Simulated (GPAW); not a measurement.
**C/Pd(111): work function by functional and basis**

How far do functional and basis move the work function of C/Pd(111)?

Main program and level: GPAW 26.7.0; GPAW, PAW setups; slab in vacuum, relaxation, in the first sound run; inputs show where later runs differ.

**1. The starting structure**

The cell holds 5 atoms: 4 Pd and 1 C. Cell: a = 2.751 Å, b = 2.751 Å, c = 26.187 Å, α = 90.0°, β = 90.0°, γ = 60.0°. Vacuum lies along c.

**2. Relaxing the atoms**

The atoms are relaxed first, since the surface dipole, and with it the work function, follows the positions of the outer layers. The lowest 2 atoms are held at bulk positions and keep their forces.

Contents of run.py:

```python
import json
import numpy as np
from ase import Atoms
from ase.constraints import FixAtoms
from ase.optimize import BFGS
from gpaw import GPAW, PW

slab = Atoms(
    ['Pd', 'Pd', 'Pd', 'Pd', 'C'],
    positions=[
        [0.00000, 0.00000, 9.00000],
        [1.37532, 0.79404, 11.24589],
        [2.75065, 1.58809, 13.49179],
        [0.00000, 0.00000, 15.73768],
        [1.37532, 0.79404, 17.18698]],
    cell=[[2.75065, 0.0, 0.0], [1.37532, 2.38213, 0.0], [0.0, 0.0, 26.18698]],
    pbc=[True, True, False])

slab.calc = GPAW(mode=PW(500), xc='PBE', kpts={'size': (13, 13, 1), 'gamma': True},
                 occupations={'name': 'fermi-dirac', 'width': 0.1}, nbands='160%',
                 convergence={'density': 1e-05}, maxiter=200,
                 poissonsolver={'dipolelayer': 'xy'},
                 symmetry={'tolerance': 1e-3, 'extra_ids': [1, 1, 0, 0, 0]}, txt='slab.txt')
result = {}
slab.set_constraint(FixAtoms([0, 1]))
path = []
opt = BFGS(slab, maxstep=0.2)
opt.attach(lambda: path.append((slab.get_potential_energy(), slab.positions.tolist(), slab.get_forces().tolist())))
result['relaxed'] = bool(opt.run(fmax=0.03, steps=40))
result['path'] = path
energy = slab.get_potential_energy()
fermi = slab.calc.get_fermi_level()
v = slab.calc.get_electrostatic_potential().mean((0, 1)) - fermi
n = slab.calc.get_pseudo_density().mean((0, 1))
L = slab.cell[2, 2]
z = np.arange(len(v)) * L / len(v)
low, high = slab.positions[:, 2].min(), slab.positions[:, 2].max()
below, above = np.interp([low - 6.8, high + 6.8], z, v)
slopes = [np.interp(x, z, np.gradient(v, z)) for x in (low - 6.8, high + 6.8)]
eps = np.array([[slab.calc.get_eigenvalues(k, s) for k in range(len(slab.calc.get_ibz_k_points()))]
                for s in range(slab.calc.get_number_of_spins())]) - fermi
top, bottom = eps[eps < 0].max(), eps[eps > 0].min()
dipole = slab.get_dipole_moment()[2]
print(f'energy {energy:.4f} eV, Fermi level {fermi:.4f} eV, dipole {dipole:.5f} e A')
print(f'potential 6.8 A off the faces, from the Fermi level: lower {below:.4f} eV, upper {above:.4f} eV')
print(f'slope of the potential there: lower {slopes[0]:.5f}, upper {slopes[1]:.5f} eV/A')
print(f'nearest levels on the mesh: {top:.4f} and {bottom:.4f} eV')
print('magnetic moment', round(slab.get_magnetic_moment(), 3))
result.update(energy=energy, fermi=fermi, dipole=dipole, below=below, above=above, slopes=slopes, edges=[top, bottom],
              z=z.tolist(), v=v.tolist(), n=n.tolist(), positions=slab.positions.tolist(),
              forces=slab.get_forces(apply_constraint=False).tolist(), moments=slab.get_magnetic_moments().tolist())
json.dump(result, open('result.json', 'w'))
```

Started as:

```
> OMP_NUM_THREADS=1 OPENBLAS_NUM_THREADS=1 python run.py
```

Log:

```text
Step          Energy          fmax
BFGS:    0      -20.253421        2.284108
BFGS:    1      -20.351920        1.892463
BFGS:    2      -20.546620        0.706700
BFGS:    3      -20.563177        0.374752
BFGS:    4      -20.569333        0.389451
BFGS:    5      -20.573068        0.324735
BFGS:    6      -20.577057        0.172585
BFGS:    7      -20.579006        0.151955
BFGS:    8      -20.579464        0.110398
BFGS:    9      -20.579952        0.117912
BFGS:   10      -20.581203        0.201294
BFGS:   11      -20.582716        0.219424
BFGS:   12      -20.585222        0.158948
BFGS:   13      -20.586013        0.065221
BFGS:   14      -20.586171        0.010877
energy -20.4847 eV, Fermi level 0.2268 eV, dipole -0.03440 e A
potential 6.8 A off the faces, from the Fermi level: lower 5.2206 eV, upper 6.1660 eV
slope of the potential there: lower 0.00003, upper -0.00006 eV/A
nearest levels on the mesh: -0.0032 and 0.0051 eV
magnetic moment 0.0
```

It took 43 min on 1 thread of Arm Neoverse V1, shared host; peak memory 0.29 GiB.

Relaxation path:

```csv
step,energy less that of the first step (eV),largest force (eV/Å)
1,0.0000,2.2841
2,-0.1003,1.8925
3,-0.3180,0.7067
4,-0.3292,0.3748
5,-0.3374,0.3895
6,-0.3425,0.3247
7,-0.3475,0.1726
8,-0.3496,0.1520
9,-0.3499,0.1104
10,-0.3502,0.1179
11,-0.3508,0.2013
12,-0.3520,0.2194
13,-0.3543,0.1589
14,-0.3555,0.0652
15,-0.3559,0.0109
```

The atoms that moved most (Å):

```csv
atom,dx,dy,dz,length
Pd4,0.000,0.000,0.256,0.256
Pd3,0.000,0.000,0.078,0.078
C5,0.000,0.000,-0.025,0.025
```

Final coordinates:

```
Pd C
1.0
     2.75065    0.00000    0.00000
     1.37532    2.38213    0.00000
     0.00000    0.00000   26.18698
Pd C
4 1
Direct
  0.00000 0.00000 0.34368
  0.33333 0.33333 0.42945
  0.66667 0.66667 0.51818
  0.00000 0.00000 0.61075
  0.33333 0.33333 0.65537
```

Numbers from this step:

* dipole along the normal: -0.03440 e·Å
* levels nearest the Fermi level on the mesh: -0.003213, 0.005054 eV from the Fermi level
* upper work function: 6.166 eV
* lower work function: 5.221 eV

The electrostatic potential energy of an electron (without an applied field's), less the Fermi level, planar mean oscillates, so the rows of the table below give means over windows of 2.34 Å about each position, cut where the curve ends. Its maxima inside the range that stand out by 2 % of the span (Å: eV): 10.1: 0.855, 12.4: 1.19, 14.8: 1.21, 16.7: -10.1. Its minima: 9.0: -23.1, 11.2: -23.2, 13.6: -23.2, 16.0: -25.3, 17.1: -14.2.

Table of electrostatic potential energy of an electron (without an applied field's), less the Fermi level, planar mean by z; means over each step:

z (Å), electrostatic potential energy of an electron (without an applied field's), less the Fermi level, planar mean (eV) and a bar from the least value:
```
     1.17        5.3 ############################
     3.51        5.2 ############################
     5.85        5.2 ############################
     8.19       -5.8 #######
    10.53       -9.6 
    12.87       -9.0 #
    15.21       -9.6 
    17.55       -3.8 ###########
    19.89        6.1 ##############################
    22.23        6.2 ##############################
    24.57        6.2 ##############################
```

The pseudo valence density, planar mean oscillates, so the rows of the table below give means over windows of 2.43 Å about each position, cut where the curve ends. Its maxima inside the range that stand out by 2 % of the span (Å: e/Å³): 9.0: 2.75, 11.2: 2.76, 13.7: 2.65, 16.1: 2.67. Its minima: 10.1: 0.265, 12.3: 0.237, 14.8: 0.211.

The pseudo valence density, planar mean by z; means over each step:

```csv
z (Å),"pseudo valence density, planar mean (e/Å³)"
3.65,4.7e-6
6.08,0.00329
8.51,0.947
10.94,1.03
13.37,1.02
15.80,1.09
18.23,0.181
20.66,1.5e-4
```

The relaxation lowered the energy of the cell by 0.356 eV (energies extrapolated to zero smearing; the optimiser's log prints free energies). The largest force left on a free atom is 0.011 eV/Å.

**3. Plane waves, PBE**

With the geometry fixed, the planar mean of the potential gives the vacuum level on each side.

This step: GPAW, PAW setups; slab in vacuum (GPAW 26.7.0).

run.py, as its differences from that of step 2:

```diff
@@ -3,4 +3,2 @@
 from ase import Atoms
-from ase.constraints import FixAtoms
-from ase.optimize import BFGS
 from gpaw import GPAW, PW
@@ -12,5 +10,5 @@
         [1.37532, 0.79404, 11.24589],
-        [2.75065, 1.58809, 13.49179],
-        [0.00000, 0.00000, 15.73768],
-        [1.37532, 0.79404, 17.18698]],
+        [2.75065, 1.58809, 13.56953],
+        [0.00000, -0.00000, 15.99366],
+        [1.37532, 0.79404, 17.16228]],
     cell=[[2.75065, 0.0, 0.0], [1.37532, 2.38213, 0.0], [0.0, 0.0, 26.18698]],
@@ -22,10 +20,4 @@
                  poissonsolver={'dipolelayer': 'xy'},
-                 symmetry={'tolerance': 1e-3, 'extra_ids': [1, 1, 0, 0, 0]}, txt='slab.txt')
+                 symmetry={'tolerance': 1e-3}, txt='slab.txt')
 result = {}
-slab.set_constraint(FixAtoms([0, 1]))
-path = []
-opt = BFGS(slab, maxstep=0.2)
-opt.attach(lambda: path.append((slab.get_potential_energy(), slab.positions.tolist(), slab.get_forces().tolist())))
-result['relaxed'] = bool(opt.run(fmax=0.03, steps=40))
-result['path'] = path
 energy = slab.get_potential_energy()
```

Log:

```text
energy -20.4847 eV, Fermi level 0.2269 eV, dipole -0.03433 e A
potential 6.8 A off the faces, from the Fermi level: lower 5.2204 eV, upper 6.1662 eV
slope of the potential there: lower 0.00002, upper -0.00003 eV/A
nearest levels on the mesh: -0.0032 and 0.0051 eV
magnetic moment 0.0
```

The job ended after 3.9 min (1 thread; peak memory 0.28 GiB).

This step gave:

```yaml
dipole_along_the_normal: -0.03433 e·Å
levels_nearest_the_fermi_level_on_the_mesh: -0.003232, 0.005075 eV from the Fermi level
lower_work_function: 5.220 eV
```

The electrostatic potential energy of an electron (without an applied field's), less the Fermi level, planar mean oscillates, so the rows of the table below give means over windows of 2.34 Å about each position, cut where the curve ends. Its maxima inside the range that stand out by 2 % of the span (Å: eV): 10.1: 0.855, 12.4: 1.19, 14.8: 1.21, 16.7: -10.1. Its minima: 9.0: -23.1, 11.2: -23.2, 13.6: -23.2, 16.0: -25.3, 17.1: -14.2.

Table of electrostatic potential energy of an electron (without an applied field's), less the Fermi level, planar mean by z; means over each step:

z (Å), electrostatic potential energy of an electron (without an applied field's), less the Fermi level, planar mean (eV) and a bar from the least value:
```
     1.17        5.3 ############################
     3.51        5.2 ############################
     5.85        5.2 ############################
     8.19       -5.8 #######
    10.53       -9.6 
    12.87       -9.0 #
    15.21       -9.6 
    17.55       -3.8 ###########
    19.89        6.1 ##############################
    22.23        6.2 ##############################
    24.57        6.2 ##############################
```

The pseudo valence density, planar mean oscillates, so the rows of the table below give means over windows of 2.43 Å about each position, cut where the curve ends. Its maxima inside the range that stand out by 2 % of the span (Å: e/Å³): 9.0: 2.75, 11.2: 2.76, 13.7: 2.65, 16.1: 2.67. Its minima: 10.1: 0.265, 12.3: 0.237, 14.8: 0.211.

Table of pseudo valence density, planar mean by z; means over each step:

z (Å), pseudo valence density, planar mean (e/Å³) and a bar:
```
     3.65       0.00 
     6.08       0.00 
     8.51       0.95 ##########################
    10.94       1.03 ############################
    13.37       1.02 ############################
    15.80       1.09 ##############################
    18.23       0.18 #####
    20.66       0.00
```

Force by atom:

```csv
atom,x (eV/Å),y (eV/Å),z (eV/Å),size
Pd1,0.000,0.000,-0.352,0.352
Pd2,0.000,0.000,0.359,0.359
Pd3,0.000,0.000,-0.004,0.004
Pd4,0.000,0.000,0.005,0.005
C5,0.000,0.000,-0.010,0.010
```

The potential is flat to 2.8e-5 eV/Å where it is read, so the vacuum is wide enough.

**4. Self-consistent run: xc = "RPBE"**

The same geometry under RPBE, to see how far the functional moves the levels against the vacuum.

run.py, as its differences from that of step 3:

```diff
@@ -16,3 +16,3 @@
 
-slab.calc = GPAW(mode=PW(500), xc='PBE', kpts={'size': (13, 13, 1), 'gamma': True},
+slab.calc = GPAW(mode=PW(500), xc='RPBE', kpts={'size': (13, 13, 1), 'gamma': True},
                  occupations={'name': 'fermi-dirac', 'width': 0.1}, nbands='160%',
```

Log:

```text
energy -17.6306 eV, Fermi level 0.3551 eV, dipole -0.03714 e A
potential 6.8 A off the faces, from the Fermi level: lower 5.0311 eV, upper 6.0545 eV
slope of the potential there: lower 0.00001, upper -0.00005 eV/A
nearest levels on the mesh: -0.0087 and 0.0013 eV
magnetic moment 0.0
```

It took 4.3 min on 1 thread; peak memory 0.28 GiB.

This step gave:

* dipole along the normal: -0.03714 e·Å
* levels nearest the Fermi level on the mesh: -0.008744, 0.001312 eV from the Fermi level
* upper work function: 6.055 eV
* lower work function: 5.031 eV

The electrostatic potential energy of an electron (without an applied field's), less the Fermi level, planar mean oscillates, so the rows of the table below give means over windows of 2.34 Å about each position, cut where the curve ends. Its maxima inside the range that stand out by 2 % of the span (Å: eV): 10.1: 0.727, 12.4: 1.06, 14.8: 1.08, 16.7: -10.2. Its minima: 9.0: -23.1, 11.2: -23.3, 13.6: -23.3, 16.0: -25.4, 17.1: -14.3.

Electrostatic potential energy of an electron (without an applied field's), less the Fermi level, planar mean against z; means over each step:

```csv
z (Å),"electrostatic potential energy of an electron (without an applied field's), less the Fermi level, planar mean (eV)"
1.17,5.07
3.51,5.03
5.85,4.99
8.19,-5.97
10.53,-9.64
12.87,-9.13
15.21,-9.67
17.55,-3.91
19.89,6.03
22.23,6.05
24.57,6.05
```

The pseudo valence density, planar mean oscillates, so the rows of the table below give means over windows of 2.43 Å about each position, cut where the curve ends. Its maxima inside the range that stand out by 2 % of the span (Å: e/Å³): 9.0: 2.75, 11.2: 2.76, 13.7: 2.65, 16.1: 2.67. Its minima: 10.1: 0.264, 12.3: 0.236, 14.8: 0.211.

The pseudo valence density, planar mean by z; means over each step:

z (Å), pseudo valence density, planar mean (e/Å³) and a bar:
```
     3.65       0.00 
     6.08       0.00 
     8.51       0.95 ##########################
    10.94       1.03 ############################
    13.37       1.02 ############################
    15.80       1.09 ##############################
    18.23       0.18 #####
    20.66       0.00
```

Force by atom:

```csv
atom,x (eV/Å),y (eV/Å),z (eV/Å),size
Pd1,0.000,0.000,-0.558,0.558
Pd2,0.000,0.000,0.379,0.379
Pd3,0.000,0.000,0.024,0.024
Pd4,0.000,0.000,-0.178,0.178
C5,0.000,0.000,0.333,0.333
```

The upper face's work function is 6.055 eV, against 6.166 eV in the first plane-wave PBE run at this geometry.

**5. Self-consistent run: xc = "LDA"**

The same geometry under LDA, to see how far the functional moves the levels against the vacuum.

run.py, as its differences from that of step 4:

```diff
@@ -16,3 +16,3 @@
 
-slab.calc = GPAW(mode=PW(500), xc='RPBE', kpts={'size': (13, 13, 1), 'gamma': True},
+slab.calc = GPAW(mode=PW(500), xc='LDA', kpts={'size': (13, 13, 1), 'gamma': True},
                  occupations={'name': 'fermi-dirac', 'width': 0.1}, nbands='160%',
```

Log:

```text
energy -26.4429 eV, Fermi level -0.1014 eV, dipole -0.02885 e A
potential 6.8 A off the faces, from the Fermi level: lower 5.6393 eV, upper 6.4338 eV
slope of the potential there: lower 0.00002, upper -0.00005 eV/A
nearest levels on the mesh: -0.0067 and 0.0007 eV
magnetic moment 0.0
```

The job ended after 4.3 min (1 thread; peak memory 0.28 GiB).

Numbers from this step:

```
dipole along the normal                    : -0.02885 e·Å
levels nearest the Fermi level on the mesh : -0.006691, 7.31e-4 eV from the Fermi level
upper work function                        : 6.434 eV
lower work function                        : 5.639 eV
```

The upper face's work function is 6.434 eV, against 6.166 eV in the first plane-wave PBE run at this geometry.

**6. Self-consistent run: xc = "vdW-DF2"**

The same geometry under vdW-DF2, to see how far the functional moves the levels against the vacuum (the van der Waals functionals take revPBE setups).

run.py, as its differences from that of step 5:

```diff
@@ -16,3 +16,3 @@
 
-slab.calc = GPAW(mode=PW(500), xc='LDA', kpts={'size': (13, 13, 1), 'gamma': True},
+slab.calc = GPAW(mode=PW(500), xc='vdW-DF2', kpts={'size': (13, 13, 1), 'gamma': True},
                  occupations={'name': 'fermi-dirac', 'width': 0.1}, nbands='160%',
```

Log:

```text
energy -388.0032 eV, Fermi level 0.0201 eV, dipole -0.03894 e A
potential 6.8 A off the faces, from the Fermi level: lower 5.5658 eV, upper 6.6391 eV
slope of the potential there: lower 0.00001, upper -0.00003 eV/A
nearest levels on the mesh: -0.0070 and 0.0035 eV
magnetic moment 0.0
```

The job ended after 5.3 min (1 thread; peak memory 0.44 GiB).

This step gave:

```
dipole along the normal                    : -0.03894 e·Å
levels nearest the Fermi level on the mesh : -0.007045, 0.003514 eV from the Fermi level
upper work function                        : 6.639 eV
lower work function                        : 5.566 eV
```

The electrostatic potential energy of an electron (without an applied field's), less the Fermi level, planar mean oscillates, so the rows of the table below give means over windows of 2.34 Å about each position, cut where the curve ends. Its maxima inside the range that stand out by 2 % of the span (Å: eV): 10.1: 0.471, 12.4: 0.810, 14.8: 0.796, 16.7: -10.1. Its minima: 9.0: -23.0, 11.2: -23.1, 13.6: -23.2, 16.0: -25.3, 17.1: -14.1.

Table of electrostatic potential energy of an electron (without an applied field's), less the Fermi level, planar mean by z; means over each step:

```csv
z (Å),"electrostatic potential energy of an electron (without an applied field's), less the Fermi level, planar mean (eV)"
1.17,5.61
3.51,5.57
5.85,5.51
8.19,-5.74
10.53,-9.71
12.87,-9.19
15.21,-9.79
17.55,-3.60
19.89,6.60
22.23,6.64
24.57,6.64
```

The upper face's work function is 6.639 eV, against 6.166 eV in the first plane-wave PBE run at this geometry.

**7. Self-consistent run: xc = "revPBE"**

The same geometry under revPBE, to see how far the functional moves the levels against the vacuum.

run.py, as its differences from that of step 6:

```diff
@@ -16,3 +16,3 @@
 
-slab.calc = GPAW(mode=PW(500), xc='vdW-DF2', kpts={'size': (13, 13, 1), 'gamma': True},
+slab.calc = GPAW(mode=PW(500), xc='revPBE', kpts={'size': (13, 13, 1), 'gamma': True},
                  occupations={'name': 'fermi-dirac', 'width': 0.1}, nbands='160%',
```

Log:

```text
energy -18.1250 eV, Fermi level 0.3371 eV, dipole -0.03625 e A
potential 6.8 A off the faces, from the Fermi level: lower 5.0555 eV, upper 6.0545 eV
slope of the potential there: lower 0.00001, upper -0.00006 eV/A
nearest levels on the mesh: -0.0086 and 0.0020 eV
magnetic moment 0.0
```

Elapsed: 3.9 min, on 1 thread; peak memory 0.28 GiB.

This step gave:

```yaml
dipole_along_the_normal: -0.03625 e·Å
levels_nearest_the_fermi_level_on_the_mesh: -0.008620, 0.002020 eV from the Fermi level
upper_work_function: 6.054 eV
lower_work_function: 5.056 eV
```

The electrostatic potential energy of an electron (without an applied field's), less the Fermi level, planar mean oscillates, so the rows of the table below give means over windows of 2.34 Å about each position, cut where the curve ends. Its maxima inside the range that stand out by 2 % of the span (Å: eV): 10.1: 0.762, 12.4: 1.10, 14.8: 1.11, 16.7: -10.2. Its minima: 9.0: -23.1, 11.2: -23.3, 13.6: -23.3, 16.0: -25.3, 17.1: -14.3.

Table of electrostatic potential energy of an electron (without an applied field's), less the Fermi level, planar mean by z; means over each step:

```csv
z (Å),"electrostatic potential energy of an electron (without an applied field's), less the Fermi level, planar mean (eV)"
1.17,5.10
3.51,5.06
5.85,5.02
8.19,-5.94
10.53,-9.62
12.87,-9.10
15.21,-9.64
17.55,-3.89
19.89,6.03
22.23,6.05
24.57,6.05
```

The upper face's work function is 6.054 eV, against 6.166 eV in the first plane-wave PBE run at this geometry.

[end of part 1 of 2]

[Logs are printed without paths, hosts, clocks, repeated set-up lines and the standing remarks that a program may print on its own settings, such as how far it seeks lower states.]

[Hosts, paths, dates, database ids (printed as entryN), source tags and the programs' standing remarks are cut or masked in the printed files.]
